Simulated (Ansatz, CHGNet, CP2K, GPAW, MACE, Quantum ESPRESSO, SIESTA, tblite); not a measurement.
# Running random packing of W68Si32 (at. %) (85 atoms) with Quantum ESPRESSO

Aim: run random packing of W68Si32 (at. %) (85 atoms) in Quantum ESPRESSO and see how near its forces come to a plane-wave reference, and at what cost.

Method: the method is named at each step, in Quantum ESPRESSO 7.5.

## (1) Starting point

The cell holds 85 atoms: 58 W and 27 Si. Its edges and angles: a = 10.997 Å, b = 10.997 Å, c = 10.997 Å, α = 90.0°, β = 90.0°, γ = 90.0°. 85 atoms (58 W, 27 Si) packed at random in a cube at 14.3 g/cm³ and pushed apart as soft spheres; a start for melting by ab initio MD, not an equilibrated structure. Then every atom was moved at random, 0.02 Å r.m.s. a Cartesian component.

The yardstick, on the same geometry:

| Quantity | Value |
| --- | --- |
| method | Kohn-Sham DFT, PBE, PAW, plane waves (Ansatz 0.2.0); cutoff 420 eV, Γ point, fermi-dirac smearing of 0.05 eV; PAW set soft_2 |
| r.m.s. force component | 1.669 eV/Å |
| longest force | 5.972 eV/Å |
| pressure | 26.99 GPa |
| SCF cycles | 9 |
| time | 14 s on 8 threads of Arm Neoverse V2, shared host |
| CPU time | 1.7 min |

## (2) PBE, sssp-1.3.0-efficiency, 45/360 Ry

Method: Kohn-Sham DFT, PBE, SSSP efficiency 1.3.0 pseudopotentials, plane waves.

Contents of pw.in:

```
&control
  calculation = 'scf'
  pseudo_dir = './pseudo'
  outdir = './tmp'
  disk_io = 'none'
  tprnfor = .true.
  tstress = .true.
/
&system
  ibrav = 0
  nat = 85
  ntyp = 2
  ecutwfc = 45
  ecutrho = 360
  nosym = .true.
  occupations = 'smearing'
  smearing = 'fd'
  degauss = 0.003675
/
&electrons
  conv_thr = 4.3e-07
  electron_maxstep = 100
  mixing_beta = 0.2
  mixing_mode = 'local-TF'
  diagonalization = 'david'
/
ATOMIC_SPECIES
W 183.840 W.upf
Si 28.085 Si.upf
CELL_PARAMETERS angstrom
10.99740 0.00000 0.00000
0.00000 10.99740 0.00000
0.00000 0.00000 10.99740
ATOMIC_POSITIONS crystal
W 0.95017 0.75453 0.06858
W 0.79734 0.61216 0.15600
W 0.71822 0.43554 0.04299
W 0.50166 0.49535 0.63838
W 0.29484 0.73318 0.19918
W 0.65218 0.90658 0.74726
W 0.31549 0.06973 0.45087
W 0.50235 0.48589 0.94159
W 0.58709 0.14114 0.43911
W 0.46533 0.78854 0.34043
W 0.22342 0.62877 0.57106
W 0.41789 0.25408 0.64038
W 0.24398 0.39709 0.58226
W 0.91316 0.91096 0.88286
W 0.33066 0.54270 0.07857
W 0.33801 0.44788 0.78401
W 0.65912 0.13160 0.70808
W 0.85993 0.85623 0.66626
W 0.03173 0.71746 0.82797
W 0.16695 0.72116 0.01030
W 0.11563 0.97703 0.40195
W 0.89767 0.19401 0.46784
W 0.38517 0.67194 0.73195
W 0.47753 0.03403 0.61540
W 0.88158 0.12239 0.96218
W 0.87717 0.07810 0.68015
W 0.96855 0.35377 0.94585
W 0.76138 0.52617 0.36657
W 0.99699 0.15150 0.25426
W 0.72979 0.88889 0.12428
W 0.95993 0.69071 0.54914
W 0.47030 0.01534 0.29632
W 0.18326 0.50023 0.38882
W 0.29788 0.89911 0.63976
W 0.13291 0.20821 0.42876
W 0.40907 0.26879 0.37924
W 0.60553 0.91735 0.46785
W 0.02159 0.38990 0.50297
W 0.55119 0.29824 0.81858
W 0.58383 0.25460 0.21555
W 0.33691 0.09464 0.78727
W 0.79042 0.80033 0.32379
W 0.84654 0.45095 0.63451
W 0.18309 0.18793 0.64985
W 0.49844 0.46288 0.22442
W 0.23798 0.94932 0.20572
W 0.79946 0.27154 0.80936
W 0.54516 0.64586 0.09319
W 0.83274 0.64489 0.75121
W 0.66042 0.21795 0.00356
W 0.07188 0.34881 0.16482
W 0.63027 0.79132 0.94400
W 0.05521 0.53353 0.69064
W 0.17082 0.26512 0.89742
W 0.40743 0.50097 0.43112
W 0.46160 0.92475 0.87045
[... 25 atom lines left out ...]
Si 0.60068 0.64357 0.77182
Si 0.28472 0.19189 0.14269
Si 0.60944 0.36790 0.41616
Si 0.19099 0.87522 0.83755
K_POINTS gamma
```

Run with:

```
$ OMP_NUM_THREADS=1 mpirun -np 4 pw.x -in pw.in > output.txt
```

The log of the run:

```text
Program PWSCF
     gamma-point specific algorithms are used
     one sub-group per band group will be used
     scalapack distributed-memory algorithm (size of sub-group:  2*  2 procs)
     Parallelization info
     sticks:   dense  smooth     PW     G-vecs:    dense   smooth      PW
     Min        3088    1544    386               258816    91440   11450
     Max        3092    1546    388               258830    91449   11456
     Sum       12361    6181   1549              1035301   365781   45817
     bravais-lattice index     =            0
     lattice parameter (alat)  =      20.7821  a.u.
     unit-cell volume          =    8975.6656 (a.u.)^3
     number of atoms/cell      =           85
     number of atomic types    =            2
     number of electrons       =       920.00
     number of Kohn-Sham states=          552
     kinetic-energy cutoff     =      45.0000  Ry
     charge density cutoff     =     360.0000  Ry
     scf convergence threshold =      4.3E-07
     mixing beta               =       0.2000
     number of iterations used =            8  local-TF  mixing
     Exchange-correlation= PBE
                           (   1   4   3   4   0   0   0)
     crystal axes: (cart. coord. in units of alat)
               a(1) = (   1.000000   0.000000   0.000000 )
               a(2) = (   0.000000   1.000000   0.000000 )
               a(3) = (   0.000000   0.000000   1.000000 )
     reciprocal axes: (cart. coord. in units 2 pi/alat)
               b(1) = (  1.000000  0.000000  0.000000 )
               b(2) = (  0.000000  1.000000  0.000000 )
               b(3) = (  0.000000  0.000000  1.000000 )
     PseudoPot. # 1 for W :
     Pseudo is Ultrasoft + core correction, Zval = 14.0
     PseudoPot. # 2 for Si:
     Pseudo is Ultrasoft + core correction, Zval =  4.0
     atomic species   valence    mass     pseudopotential
     W                14.00   183.84000     W ( 1.00)
     Si                4.00    28.08500     Si( 1.00)
     No symmetry found
   Cartesian axes
     number of k points=     1  Fermi-Dirac smearing, width (Ry)=  0.0037
                       cart. coord. in units 2pi/alat
        k(    1) = (   0.0000000   0.0000000   0.0000000), wk =   2.0000000
     Dense  grid:   517651 G-vectors     FFT dimensions: ( 125, 125, 125)
     Smooth grid:   182891 G-vectors     FFT dimensions: (  90,  90,  90)
     Initial potential from superposition of free atoms
     starting charge     914.1652, renormalised to     920.0000
     negative rho (up, down):  3.646E+00 0.000E+00
     Starting wfcs are  862 randomized atomic wfcs
     Self-consistent Calculation
     iteration #  1     ecut=    45.00 Ry     beta= 0.20
     negative rho (up, down):  3.662E+00 0.000E+00
     total energy              =   -9532.97745070 Ry
     estimated scf accuracy    <      10.41233406 Ry
     iteration #  2     ecut=    45.00 Ry     beta= 0.20
     negative rho (up, down):  3.720E+00 0.000E+00
     total energy              =   -9531.80709985 Ry
     estimated scf accuracy    <       6.28774606 Ry
     iteration #  3     ecut=    45.00 Ry     beta= 0.20
     negative rho (up, down):  3.748E+00 0.000E+00
     total energy              =   -9532.15786960 Ry
     estimated scf accuracy    <       0.56139269 Ry
     iteration #  4     ecut=    45.00 Ry     beta= 0.20
     negative rho (up, down):  3.804E+00 0.000E+00
     total energy              =   -9532.10654550 Ry
     estimated scf accuracy    <       0.28892462 Ry
     iteration #  5     ecut=    45.00 Ry     beta= 0.20
     negative rho (up, down):  3.824E+00 0.000E+00
     total energy              =   -9532.11550196 Ry
     estimated scf accuracy    <       0.07960215 Ry
     iteration #  6     ecut=    45.00 Ry     beta= 0.20
[...]
total energy              =   -9532.12432164 Ry
     estimated scf accuracy    <       0.03214079 Ry
[...]
total energy              =   -9532.12563820 Ry
[...]
iteration # 13     ecut=    45.00 Ry     beta= 0.20
[...]
total energy              =   -9532.12563838 Ry
     estimated scf accuracy    <       0.00000161 Ry
     iteration # 14     ecut=    45.00 Ry     beta= 0.20
[...]
total energy              =   -9532.12563860 Ry
     estimated scf accuracy    <       0.00000177 Ry
     iteration # 15     ecut=    45.00 Ry     beta= 0.20
     negative rho (up, down):  3.847E+00 0.000E+00
     End of self-consistent calculation
          k = 0.0000 0.0000 0.0000 ( 22909 PWs)   bands (ev):
   -55.6001 -55.5445 -55.5387 -55.4822 -55.4576 -55.4155 -55.4090 -55.3974
   -55.3821 -55.3729 -55.3547 -55.3452 -55.3346 -55.3283 -55.3195 -55.3128
   -55.3052 -55.2974 -55.2954 -55.2778 -55.2712 -55.2596 -55.2507 -55.2446
   -55.2388 -55.2331 -55.2216 -55.2088 -55.2019 -55.1848 -55.1809 -55.1778
   -55.1742 -55.1679 -55.1613 -55.1419 -55.1356 -55.1322 -55.1212 -55.1094
   -55.1010 -55.0935 -55.0848 -55.0726 -55.0623 -55.0580 -55.0460 -55.0402
[...]
20.6939  20.7101  20.7512  20.8133  20.8322  20.8639  20.8791  20.9422
    20.9686  20.9807  21.0163  21.0424  21.0532  21.1506  21.1630  21.1940
    21.2079  21.2324  21.2527  21.3489  21.3616  21.3834  21.3961  21.4363
     the Fermi energy is    18.4121 ev
!    total energy              =   -9532.12563853 Ry
     estimated scf accuracy    <       0.00000025 Ry
     smearing contrib. (-TS)   =      -0.04020590 Ry
     internal energy E=F+TS    =   -9532.08543263 Ry
     The total energy is F=E-TS. E is the sum of the following terms:
     one-electron contribution =   -2554.25187416 Ry
     hartree contribution      =    1754.02301305 Ry
     xc contribution           =   -2568.74818647 Ry
     ewald contribution        =   -6163.10838505 Ry
     convergence has been achieved in  15 iterations
     negative rho (up, down):  3.847E+00 0.000E+00
     Forces acting on atoms (cartesian axes, Ry/au):
     atom    1 type  1   force =     0.00540734    0.05163594    0.05564103
     atom    2 type  1   force =    -0.06466388    0.07914692    0.06844531
     atom    3 type  1   force =    -0.02180043   -0.02190016    0.00933206
     atom    4 type  1   force =     0.11146545    0.04229595   -0.06060394
     atom    5 type  1   force =    -0.00666103   -0.05848242    0.03409505
     atom    6 type  1   force =     0.05460126   -0.06175837   -0.02146728
[...]
atom   83 type  2   force =    -0.01907966   -0.05472561    0.03970899
     atom   84 type  2   force =    -0.05161579    0.08306791   -0.06683814
     atom   85 type  2   force =     0.04014098    0.05912940   -0.00594469
     Total force =     1.049183     Total SCF correction =     0.002195
     Computing stress (Cartesian axis) and pressure
     negative rho (up, down):  3.847E+00 0.000E+00
          total   stress  (Ry/bohr**3)                   (kbar)     P=      261.27
   0.00169315   0.00002788   0.00006342          249.07        4.10        9.33
   0.00002788   0.00193443  -0.00006619            4.10      284.57       -9.74
   0.00006342  -0.00006619   0.00170065            9.33       -9.74      250.17
     Message from routine punch:
     Nothing written, as per user request (disk_io='none')
```

Wall time 5.5 min (4 MPI ranks of Arm Neoverse V2, shared host); peak memory 5.7 GiB.

Banners, paths, timers and routine set-up lines are dropped from the logs unmarked, and long logs keep their key lines alone; longer cuts are marked.

Numbers from this run, and their distance from the reference:

```yaml
r_m_s_force_component: 1.689 eV/Å
r_m_s_difference_of_force_components: 25.35 meV/Å
longest_difference_of_force_vectors: 97.93 meV/Å
force_difference_over_r_m_s_force: 1.519 %
slope_of_forces_against_the_reference_s: 1.012
correlation_of_force_components: 1
pressure: 26.13 GPa
pressure_difference: -0.8651 GPa
```

Length of the force difference by element (eV/Å):

```
element  atoms   mean   most
     Si     27  0.014  0.022
      W     58  0.048  0.098
```

Local excerpt of 11 atoms (numbers count through the whole input) about W48, which bears the longest force; x, y, z are measured from there.

```
atom      x      y      z  distance (Å)  bonds     Fx     Fy  Fz (eV/Å)
 W48   0.00   0.00   0.00          0.00      6   2.72   2.65       4.71
  W8  -0.47  -1.76  -1.67          2.47      8   1.02   1.02      -1.69
 W52   0.94   1.60  -1.64          2.48      6   0.90  -1.37       0.45
Si59  -1.74   0.90  -1.55          2.50      8   0.37   0.79       0.30
 W45  -0.51  -2.01   1.44          2.53      7   2.40   0.21      -0.59
 W15  -2.36  -1.13  -0.16          2.62      9  -2.19  -2.78      -1.51
  W2   2.77  -0.37   0.69          2.88      7  -1.66   2.03       1.76
  W3   1.90  -2.31  -0.55          3.05      6  -0.56  -0.56       0.24
  W5  -2.75   0.96   1.17          3.14      8  -0.17  -1.50       0.88
 W10  -0.88   1.57   2.72          3.26      5   0.39  -0.53      -1.19
 W30   2.03   2.67   0.34          3.37      7  -0.29   0.03      -0.19
```

Forces lie 1.5 % from the reference's, at 13 times its CPU time (on 4 against 8 cores).

The difference per atom is largest on W (0.048 eV/Å on average, against 0.014 on Si).

## (3) Summary of results

| Quantity | Value |
| --- | --- |
| force difference from the reference | QE PBE, sssp-1.3.0-efficiency, 45/360 Ry, 1.5 % |
| its CPU time | 22 min |

In words: PBE on plane waves or a grid with other potentials, cutoffs or grids differs from the reference by 1.5 % (QE PBE, sssp-1.3.0-efficiency, 45/360 Ry) of the r.m.s. force; this holds the reference's own error, so differences of a few per cent don't tell which side is nearer the exact PBE result (QE's 45 Ry are 612 eV, against the reference's 420 eV). The reference's stress is far from hydrostatic: its diagonal is 25.8, 29.3, 25.9 GPa, compression counted positive. The reference's pressure of 27 GPa says that the cell would expand at this level of theory. The electronic-structure runs sample only Γ, in a cell whose shortest periodic width is 11 Å, which is coarse for a cell with partly filled levels. Spin–orbit coupling is left out, which matters for the levels of the heavy elements.

[Also dropped from logs without a mark: logging warnings of Python, and SIESTA's first energy breakdown and zero terms.]

[Logs are printed without paths, hosts, clocks, repeated set-up lines and the standing remarks that a program may print on its own settings, such as how far it seeks lower states.]

[Hosts, paths, dates, database ids (printed as entryN), source tags and the programs' standing remarks are cut or masked in the printed files.]
